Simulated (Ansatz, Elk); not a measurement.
# PPbS2: X-ray structure factors from the self-consistent density, part 2 of 2

Structure refinements treat a crystal as free atoms side by side. For a made-up structure of PPbS2 (cell and positions from a PBE relaxation) the runs below show what the calculated density changes in F(hkl).

Elk 11.2.3 (patched build); all-electron DFT.

So far: Set-up; Ground state and structure factors; The highest occupied states alone.

The structure was built from a prototype and need not be the compound's stable phase.

### 4. Another functional

Level of this step: DFT, LDA (Perdew-Wang), all-electron APW+lo, Dirac cores, scalar-relativistic bands, static density, no spin (Elk).

The difference from free atoms is small, so it is set against the change that LDA (Perdew-Wang) makes.

Input file elk.in:

```
tasks
  0
  195

xctype
  3

spinpol
  .false.

rgkmax
  7.0

gmaxvr
  14.0

lmaxo
  7

lmaxapw
  8

swidth
  0.002

tshift
  .false.

ramdisk
  .false.

hmaxvr
  5.5

maxscl
  120

epspot
  1e-06

sppath
  './'

avec
  7.28234365400 0.00000000000 0.00000000000
  0.00000000000 3.70872126508 10.87969380833
  -0.00000000000 -3.70872126508 10.87969380833

atoms
  3
  'Pb.in'
  1
  0.5000000000 0.9138364172 0.9138364172   0.000000 0.000000 0.000000
  'S.in'
  2
  0.0000000000 0.3233244482 0.3233244482   0.000000 0.000000 0.000000
  0.5000000000 0.6277680840 0.6277680840   0.000000 0.000000 0.000000
  'P.in'
  1
  -0.0000000000 0.1378710507 0.1378710507   0.000000 0.000000 0.000000

ngridk
  6 6 6
```

The run is started by

```sh
> OMP_NUM_THREADS=4 elk
```

Numbers of over 12 decimals in the logs are rounded to 6 here.

The program printed:

```text
┌─────────────────────────┐
│ Elk code version 11.2.3 │
└─────────────────────────┘

All units are atomic (Hartree, Bohr, etc.)

┌─────────────────────────────────────────────────┐
│ Ground-state run starting from atomic densities │
└─────────────────────────────────────────────────┘

Lattice vectors :
   7.282343654       0.000000000       0.000000000
   0.000000000       3.708721265       10.87969381
  -0.000000000      -3.708721265       10.87969381

Reciprocal lattice vectors :
  0.8627971441      -0.000000000       0.000000000
[...]
species : 3 (P)
   atom 1                    :    12.57046937     (  0.1031797873E-02)
 total in muffin-tins        :    120.3748320
 total calculated charge     :    128.9970659
 total charge                :    129.0000000
 error                       :   0.2934124480E-02

┌──────────────────────────────┐
│ Self-consistent loop stopped │
└──────────────────────────────┘

Warning : core states of species 1 leak from the muffin-tin :   0.1182171679E-02

Warning : core states of species 2 leak from the muffin-tin :   0.2759751176E-03

Warning : core states of species 3 leak from the muffin-tin :   0.1031797873E-02

Wrote STATE.OUT
[key lines of the parts left out:]
total energy                :     -22054.430891099
```

Run time: 42 s. Hardware: 4 threads of Arm Neoverse V1, shared host; peak memory 0.17 GiB.

Against the first run R = 0.02 %; the largest change is -0.033 at 3 1 11.

### 5. Basis size

A smaller basis shows how fast F responds to it; the change is likely larger than the basis error of the first run, but doesn't show convergence.

elk.in, as its differences from that of step 4:

```diff
@@ -5,3 +5,3 @@
 xctype
-  3
+  20
 
@@ -11,3 +11,3 @@
 rgkmax
-  7.0
+  5.5
```

The run is started by

```sh
> OMP_NUM_THREADS=4 elk
```

The program printed:

```text
┌─────────────────────────┐
│ Elk code version 11.2.3 │
└─────────────────────────┘

All units are atomic (Hartree, Bohr, etc.)

┌─────────────────────────────────────────────────┐
│ Ground-state run starting from atomic densities │
└─────────────────────────────────────────────────┘

Lattice vectors :
   7.282343654       0.000000000       0.000000000
   0.000000000       3.708721265       10.87969381
  -0.000000000      -3.708721265       10.87969381

Reciprocal lattice vectors :
  0.8627971441      -0.000000000       0.000000000
[...]
species : 3 (P)
   atom 1                    :    12.54787519     (  0.1015995670E-02)
 total in muffin-tins        :    120.2715702
 total calculated charge     :    128.9972155
 total charge                :    129.0000000
 error                       :   0.2784494852E-02

┌──────────────────────────────┐
│ Self-consistent loop stopped │
└──────────────────────────────┘

Warning : core states of species 1 leak from the muffin-tin :   0.1171561784E-02

Warning : core states of species 2 leak from the muffin-tin :   0.2774541066E-03

Warning : core states of species 3 leak from the muffin-tin :   0.1015995670E-02

Wrote STATE.OUT
[key lines of the parts left out:]
total energy                :     -22069.108373820
```

The job ended after 35 s (4 threads; peak memory 0.17 GiB).

Against the first run R = 0.02 %; the largest change is -0.049 at 200.

### 6. A coarser k-mesh

About half the k-points along each axis test the sampling.

elk.in, as its differences from that of step 5:

```diff
@@ -11,3 +11,3 @@
 rgkmax
-  5.5
+  7.0
 
@@ -62,2 +62,2 @@
 ngridk
-  6 6 6
+  3 3 3
```

The run is started by

```sh
> OMP_NUM_THREADS=4 elk
```

The program printed:

```text
┌─────────────────────────┐
│ Elk code version 11.2.3 │
└─────────────────────────┘

All units are atomic (Hartree, Bohr, etc.)

┌─────────────────────────────────────────────────┐
│ Ground-state run starting from atomic densities │
└─────────────────────────────────────────────────┘

Lattice vectors :
   7.282343654       0.000000000       0.000000000
   0.000000000       3.708721265       10.87969381
  -0.000000000      -3.708721265       10.87969381

Reciprocal lattice vectors :
  0.8627971441      -0.000000000       0.000000000
[...]
species : 3 (P)
   atom 1                    :    12.55161379     (  0.1015727833E-02)
 total in muffin-tins        :    120.3812530
 total calculated charge     :    128.9970924
 total charge                :    129.0000000
 error                       :   0.2907623206E-02

┌──────────────────────────────┐
│ Self-consistent loop stopped │
└──────────────────────────────┘

Warning : core states of species 1 leak from the muffin-tin :   0.1172792675E-02

Warning : core states of species 2 leak from the muffin-tin :   0.2790513948E-03

Warning : core states of species 3 leak from the muffin-tin :   0.1015727833E-02

Wrote STATE.OUT
[key lines of the parts left out:]
total energy                :     -22069.151390905
```

Run time: 22 s. Hardware: 4 threads; peak memory 0.17 GiB; 47 s of CPU time.

Against the first run R = 0.01 %; the largest change is +0.055 at 002.

### 7. Settings against the effect

```csv
run,R against the first run (%),"R against neutral atoms, low angle (%)",wall time
"PBE, rgkmax 7",0.00,0.11,57 s
LDA (Perdew-Wang),0.02,0.10,42 s
rgkmax 5.5,0.02,0.12,35 s
k-mesh 3×3×3,0.01,0.11,22 s
```

### 8. Summary of results

```json
{
  "R against neutral atoms, sin θ/λ < 0.3 Å⁻¹": "0.11 %",
  "R against neutral atoms, 0.3 to 0.67 Å⁻¹": "0.05 %"
}
```

What this shows: Independent neutral atoms miss the calculated amplitudes by R = 0.11 % below 0.3 Å⁻¹ and 0.05 % from there to 0.67 Å⁻¹; by shells, 0.35 % below 0.15 Å⁻¹ (3 forms), 0.09 % 0.15 to 0.3 (17 forms), 0.09 % 0.3 to 0.45 (33 forms), 0.04 % above 0.45 (96 forms). Bonding, aspherical density and the tables' own atoms all enter these figures, and the runs don't part them. The largest change of an amplitude is -0.25 electrons, at 011. R counts amplitudes alone; phases shift too. The window's part falls from 20.7 electrons at the origin to at most 0.36 between 0.45 and 0.67 Å⁻¹. Below 0.3 Å⁻¹ the changes that finished (LDA (Perdew-Wang), rgkmax 5.5 and k-mesh 3×3×3) move F by R = 0.03 % at most, against the 0.11 % that separates it from free atoms. The electron count is odd, so without spin the run is a metal by force. Spin-orbit coupling is left out, which can matter for elements this heavy. Part of the difference isn't bonding: the tables are fits to free atoms and ions calculated by other methods than this functional. Thermal motion, anomalous dispersion and extinction are left out.

[Logs are printed without paths, hosts, clocks, repeated set-up lines and the standing remarks that a program may print on its own settings, such as how far it seeks lower states.]

[Hosts, paths, dates, database ids (printed as entryN), source tags and the programs' standing remarks are cut or masked in the printed files.]
